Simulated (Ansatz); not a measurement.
# Resistivity from frozen vibrations: Cu(111) with 4 thermally displaced layers, 2x2

How much do lattice vibrations at 80 K scatter the electrons of Cu? Layers with random displacements are laid between perfect leads, and the resistance is followed against their length. The measured value for the pure metal at this temperature is 0.215 µΩ cm (CRC Handbook of Chemistry and Physics, 84th ed., 2003, Electrical Resistivity of Pure Metals).

Method: Ansatz plane-wave DFT, PBE, PAW files; ballistic transport by layer matching (Landauer), zero bias; PAW set soft_1, in Ansatz 0.2.0.

This is a report of a sequence of runs, with most program output left out.

**1. Starting point**

The cell holds 40 atoms: 40 Cu. Its edges and angles: a = 5.112 Å, b = 5.112 Å, c = 20.923 Å, α = 93.5°, β = 86.5°, γ = 120.0°. It derives from Cu. Regions: lead, 24 atoms (24 Cu); scattering region, 16 atoms (16 Cu). The structure is stacked along c, and the current runs across the ab planes.

**2. With 4 displaced layers**

Each atom of 4 layers is moved at random, by amounts drawn from a normal law 0.0473 Å wide in each direction from the Debye model (343 K) at 80 K. The layers about the cell's end stay perfect and serve as the lead. Disorder leaves little or no symmetry, which makes such runs dear. Energies from -0.05 to 0.05 eV in steps of 0.05 eV are too few for the program's thermal sum, so it prints no conductance; for a metal the transmission near the Fermi level serves, at a fraction of the cost.

The input, input.yaml:

```yaml
crystal:
  lattice:
    - [5.1123254594, 0.0, 0.0]
    - [-2.5561627297, 4.4274037203, 0.0]
    - [1.2780813649, -0.73790062, 20.8709812911]
  atoms:
    - { symbol: Cu, position: [0.9916666667, 0.0083333333, 0.05] }
    - { symbol: Cu, position: [0.9916666667, 0.5083333333, 0.05] }
    - { symbol: Cu, position: [0.4916666667, 0.0083333333, 0.05] }
    - { symbol: Cu, position: [0.4916666667, 0.5083333333, 0.05] }
    - { symbol: Cu, position: [0.1416666667, 0.3583333333, 0.15] }
    - { symbol: Cu, position: [0.1416666667, 0.8583333333, 0.15] }
    - { symbol: Cu, position: [0.6416666667, 0.3583333333, 0.15] }
    - { symbol: Cu, position: [0.6416666667, 0.8583333333, 0.15] }
[... 28 atom lines left out ...]
    - { symbol: Cu, position: [0.8416666667, 0.1583333333, 0.95] }
    - { symbol: Cu, position: [0.8416666667, 0.6583333333, 0.95] }
    - { symbol: Cu, position: [0.3416666667, 0.1583333333, 0.95] }
    - { symbol: Cu, position: [0.3416666667, 0.6583333333, 0.95] }
kpoints:
  mp_grid: { grid: [5, 5, 1] }
hamiltonian:
  xc: pbe
  pseudopotentials: { kind: paw, azcp: { folder: soft_1 } }
scf:
  occupations: { method: fermi_dirac, width: 0.1 }
output:
  transmission:
    leads: [[0, 4]]
    kmesh: [10, 10]
    e_range: [-0.05, 0.05]
    de: 0.05
  write_potential: true
  write_density: true
  volumetric_format: npy
```

On the command line:

```sh
$ ansatz run input.yaml --threads 4 --pin off --max-ram 15360MiB --backend cpu --events-out ev --progress --plain --runs-dir out
```

Wall time 4.5 min (4 threads of Intel Xeon Platinum 8488C (Sapphire Rapids), shared host); peak memory 5 GiB; 16 min of CPU time.

This step gave:

* free energy: -265006.9959 eV
* energy at zero smearing: -265006.7425 eV
* Fermi energy: 16.34 eV
* cell area: 22.63 Å²
* transmission per spin nearest the Fermi level: 3.183
* open channels per spin nearest the Fermi level: 3.21
* step of the lead's potential: 1.5 meV

Per spin. The transmission, zone mean stays at 3.18 for energy from -0.05 to 0.05 eV.

Per spin. The open channels, zone mean, lead stays at 3.21 for energy from -0.05 to 0.05 eV.

Transmission over k1 and k2. At 0.0000 eV from the Fermi level.

Values, 10 rows by 10 columns:
```
3.00 3.95 3.00 3.00 3.00 3.88 3.00 3.00 3.00 3.00
3.00 3.00 3.94 2.99 2.99 3.88 3.00 3.00 3.00 3.00
3.00 3.00 2.99 3.93 2.95 3.91 2.99 3.00 3.00 3.00
2.99 2.99 2.99 2.98 2.93 2.90 2.90 3.00 3.00 3.00
3.95 3.95 3.95 3.92 2.96 2.97 2.96 3.92 3.95 3.95
2.99 3.00 3.00 3.00 2.90 2.90 2.93 2.98 2.99 2.99
3.00 3.00 3.00 3.00 2.99 3.91 2.95 3.93 2.99 3.00
3.00 3.00 3.00 3.00 3.00 3.88 2.99 2.99 3.94 3.00
3.00 3.00 3.00 3.00 3.00 3.88 3.00 3.00 3.00 3.95
3.96 3.00 3.00 3.00 3.00 3.88 3.00 3.00 3.00 3.00
```
Columns: k1 (b1) from -0.5 to 0.4; rows upwards: k2 (b2) from -0.5 to 0.4.

Open channels over k1 and k2. At 0.0000 eV from the Fermi level.

Values, 10 rows by 10 columns:
```
3.00 4.00 3.00 3.00 3.00 4.00 3.00 3.00 3.00 3.00
3.00 3.00 4.00 3.00 3.00 4.00 3.00 3.00 3.00 3.00
3.00 3.00 3.00 4.00 3.00 4.00 3.00 3.00 3.00 3.00
3.00 3.00 3.00 3.00 3.00 3.00 3.00 3.00 3.00 3.00
4.00 4.00 4.00 4.00 3.00 3.00 3.00 4.00 4.00 4.00
3.00 3.00 3.00 3.00 3.00 3.00 3.00 3.00 3.00 3.00
3.00 3.00 3.00 3.00 3.00 4.00 3.00 4.00 3.00 3.00
3.00 3.00 3.00 3.00 3.00 4.00 3.00 3.00 4.00 3.00
3.00 3.00 3.00 3.00 3.00 4.00 3.00 3.00 3.00 4.00
4.00 3.00 3.00 3.00 3.00 4.00 3.00 3.00 3.00 3.00
```
Columns: k1 (b1) from -0.5 to 0.4; rows upwards: k2 (b2) from -0.5 to 0.4.

Over the solved energies the transmission per spin lies between 3.18 and 3.18, out of 3.21 channels of the lead on average (up to 3.21).

**3. With 8 displaced layers**

Each atom of 8 layers is moved at random, by amounts drawn from a normal law 0.0473 Å wide in each direction from the Debye model (343 K) at 80 K. A fresh draw is used; the growth of the resistance with length is what counts.

System of this step: Cu(111) with 8 thermally displaced layers, 2x2. The cell holds 56 atoms: 56 Cu. Its edges and angles: a = 5.112 Å, b = 5.112 Å, c = 29.257 Å, α = 87.5°, β = 92.5°, γ = 120.0°. It derives from Cu. Regions: lead, 24 atoms (24 Cu); scattering region, 32 atoms (32 Cu). The structure is stacked along c, and the current runs across the ab planes.

The input, input.yaml:

```yaml
crystal:
  lattice:
    - [5.1123254594, 0.0, 0.0]
    - [-2.5561627297, 4.4274037203, 0.0]
    - [-1.2780813649, 0.73790062, 29.2193738075]
  atoms:
    - { symbol: Cu, position: [0.005952381, 0.994047619, 0.0357142857] }
    - { symbol: Cu, position: [0.005952381, 0.494047619, 0.0357142857] }
    - { symbol: Cu, position: [0.505952381, 0.994047619, 0.0357142857] }
    - { symbol: Cu, position: [0.505952381, 0.494047619, 0.0357142857] }
    - { symbol: Cu, position: [0.1845238095, 0.3154761905, 0.1071428571] }
    - { symbol: Cu, position: [0.1845238095, 0.8154761905, 0.1071428571] }
    - { symbol: Cu, position: [0.6845238095, 0.3154761905, 0.1071428571] }
    - { symbol: Cu, position: [0.6845238095, 0.8154761905, 0.1071428571] }
[... 44 atom lines left out ...]
    - { symbol: Cu, position: [0.3273809524, 0.1726190476, 0.9642857143] }
    - { symbol: Cu, position: [0.3273809524, 0.6726190476, 0.9642857143] }
    - { symbol: Cu, position: [0.8273809524, 0.1726190476, 0.9642857143] }
    - { symbol: Cu, position: [0.8273809524, 0.6726190476, 0.9642857143] }
kpoints:
  mp_grid: { grid: [5, 5, 1] }
hamiltonian:
  xc: pbe
  pseudopotentials: { kind: paw, azcp: { folder: soft_1 } }
scf:
  occupations: { method: fermi_dirac, width: 0.1 }
output:
  transmission:
    leads: [[0, 4]]
    kmesh: [10, 10]
    e_range: [-0.05, 0.05]
    de: 0.05
  write_potential: true
  write_density: true
  volumetric_format: npy
```

Elapsed: 8.6 min, on 4 threads; peak memory 8.5 GiB; 31 min of CPU time.

This step gave:

```
free energy                                   : -371009.4898 eV
energy at zero smearing                       : -371009.1323 eV
transmission per spin nearest the Fermi level : 3.155
step of the lead's potential                  : 2.1 meV
```

Per spin. The transmission, zone mean stays at 3.15 for energy from -0.05 to 0.05 eV.

Over the solved energies the transmission per spin lies between 3.15 and 3.16, out of 3.21 channels of the lead on average (up to 3.21).

**4. With 12 displaced layers**

Each atom of 12 layers is moved at random, by amounts drawn from a normal law 0.0473 Å wide in each direction from the Debye model (343 K) at 80 K. A fresh draw is used; the growth of the resistance with length is what counts.

System of this step: Cu(111) with 12 thermally displaced layers, 2x2. The cell holds 72 atoms: 72 Cu. Cell: a = 5.112 Å, b = 5.112 Å, c = 37.568 Å, α = 90.0°, β = 90.0°, γ = 120.0°. It derives from Cu. Regions: lead, 24 atoms (24 Cu); scattering region, 48 atoms (48 Cu). The structure is stacked along c, and the current runs across the ab planes.

The input, input.yaml:

```yaml
crystal:
  lattice:
    - [5.1123254594, 0.0, 0.0]
    - [-2.5561627297, 4.4274037203, 0.0]
    - [0.0, 0.0, 37.567766324]
  atoms:
    - { symbol: Cu, position: [0.0, 0.0, 0.0277777778] }
    - { symbol: Cu, position: [0.0, 0.5, 0.0277777778] }
    - { symbol: Cu, position: [0.5, 0.0, 0.0277777778] }
    - { symbol: Cu, position: [0.5, 0.5, 0.0277777778] }
    - { symbol: Cu, position: [0.1666666667, 0.3333333333, 0.0833333333] }
    - { symbol: Cu, position: [0.1666666667, 0.8333333333, 0.0833333333] }
    - { symbol: Cu, position: [0.6666666667, 0.3333333333, 0.0833333333] }
    - { symbol: Cu, position: [0.6666666667, 0.8333333333, 0.0833333333] }
[... 60 atom lines left out ...]
    - { symbol: Cu, position: [0.3333333333, 0.1666666667, 0.9722222222] }
    - { symbol: Cu, position: [0.3333333333, 0.6666666667, 0.9722222222] }
    - { symbol: Cu, position: [0.8333333333, 0.1666666667, 0.9722222222] }
    - { symbol: Cu, position: [0.8333333333, 0.6666666667, 0.9722222222] }
kpoints:
  mp_grid: { grid: [5, 5, 1] }
hamiltonian:
  xc: pbe
  pseudopotentials: { kind: paw, azcp: { folder: soft_1 } }
scf:
  occupations: { method: fermi_dirac, width: 0.1 }
output:
  transmission:
    leads: [[0, 4]]
    kmesh: [10, 10]
    e_range: [-0.05, 0.05]
    de: 0.05
  write_potential: true
  write_density: true
  volumetric_format: npy
```

It took 19 min on 4 threads; peak memory 7.4 GiB; 67 min of CPU time.

Numbers from this step:

```
free energy                                   : -477012.3214 eV
energy at zero smearing                       : -477011.9007 eV
Fermi energy                                  : 16.32 eV
transmission per spin nearest the Fermi level : 3.124
step of the lead's potential                  : 2.2 meV
```

Per spin. Table of transmission, zone mean by energy, zero at the Fermi level:

| energy (eV) | transmission, zone mean |
| --- | --- |
| -0.0500 | 3.11 |
| 0.0000 | 3.12 |
| 0.0500 | 3.13 |

Over the solved energies the transmission per spin lies between 3.11 and 3.13, out of 3.21 channels of the lead on average (up to 3.21).

**5. Resistance against length**

This step: Ansatz plane-wave DFT, PBE, PAW files; ballistic transport by layer matching (Landauer), zero bias; resistivity from the slope of the area resistance; PAW set soft_1 (Ansatz 0.2.0).

This step gave:

```
resistivity           : 1.084 µΩ cm
intercept             : -0.001422 fΩ m²
scatter about the fit : 1.74e-4 fΩ m²
```

Resistance, by row:

| run | length (Å) | T | channels N | RA (fΩ m²) |
| --- | --- | --- | --- | --- |
| n4 | 8.348 | 3.183 | 3.21 | 0.007747 |
| n8 | 16.7 | 3.153 | 3.21 | 0.01642 |
| n12 | 25.05 | 3.121 | 3.21 | 0.02584 |

Area resistance against length of the displaced region:

| length of the displaced region (Å) | area resistance (fΩ m²) |
| --- | --- |
| 8.35 | 0.00775 |
| 16.70 | 0.0164 |
| 25.05 | 0.0258 |

The area resistance goes from 0.0077 to 0.026 fΩ m² between 8.3 and 25.0 Å, a slope of 1.1 µΩ cm.

By hand from the end points: (0.02584 − 0.007747) fΩ m² / (25.05 − 8.35) Å = 1.1 µΩ cm, since 1 fΩ m² per Å is 1000 µΩ cm.

**6. Outcome**

| Item | Value |
| --- | --- |
| resistivity from the slope | 1.08 µΩ cm |
| area resistance over 8.35 Å | 0.00775 fΩ m² |
| area resistance over 16.7 Å | 0.0164 fΩ m² |
| area resistance over 25.0 Å | 0.0258 fΩ m² |

In words: The slope gives 1.1 µΩ cm. The points scatter by 1.7e-4 fΩ m² about the line, with one random draw a length in a 2x2 cell, so the slope is a rough value. The mean square of the displacements drawn is 0.75, 0.94 and 0.81 of the nominal one at the three lengths; with each resistance scaled back by that, the slope is 1.3 µΩ cm, the value used below. Read with a model of isotropic scattering on a spherical Fermi surface and the lead's 1.1×10¹⁵ S/m², this slope means a mean free path near 664 Å; over these lengths the model's slope is 1.26 times its bulk resistivity, which would be 1.0 µΩ cm. This far under the Debye temperature the model doesn't describe a real metal: frozen displacements count zero-point motion as scattering and turn electrons through all angles, while in the metal the short-wave phonons freeze out. The measured value is 0.215 µΩ cm (CRC Handbook of Chemistry and Physics, 84th ed., 2003, Electrical Resistivity of Pure Metals); the scaled slope is 6.0 times that and the corrected value 4.8: clearly high.

[Logs are printed without paths, hosts, clocks, repeated set-up lines and the standing remarks that a program may print on its own settings, such as how far it seeks lower states.]

[Hosts, paths, dates, database ids (printed as entryN), source tags and the programs' standing remarks are cut or masked in the printed files.]
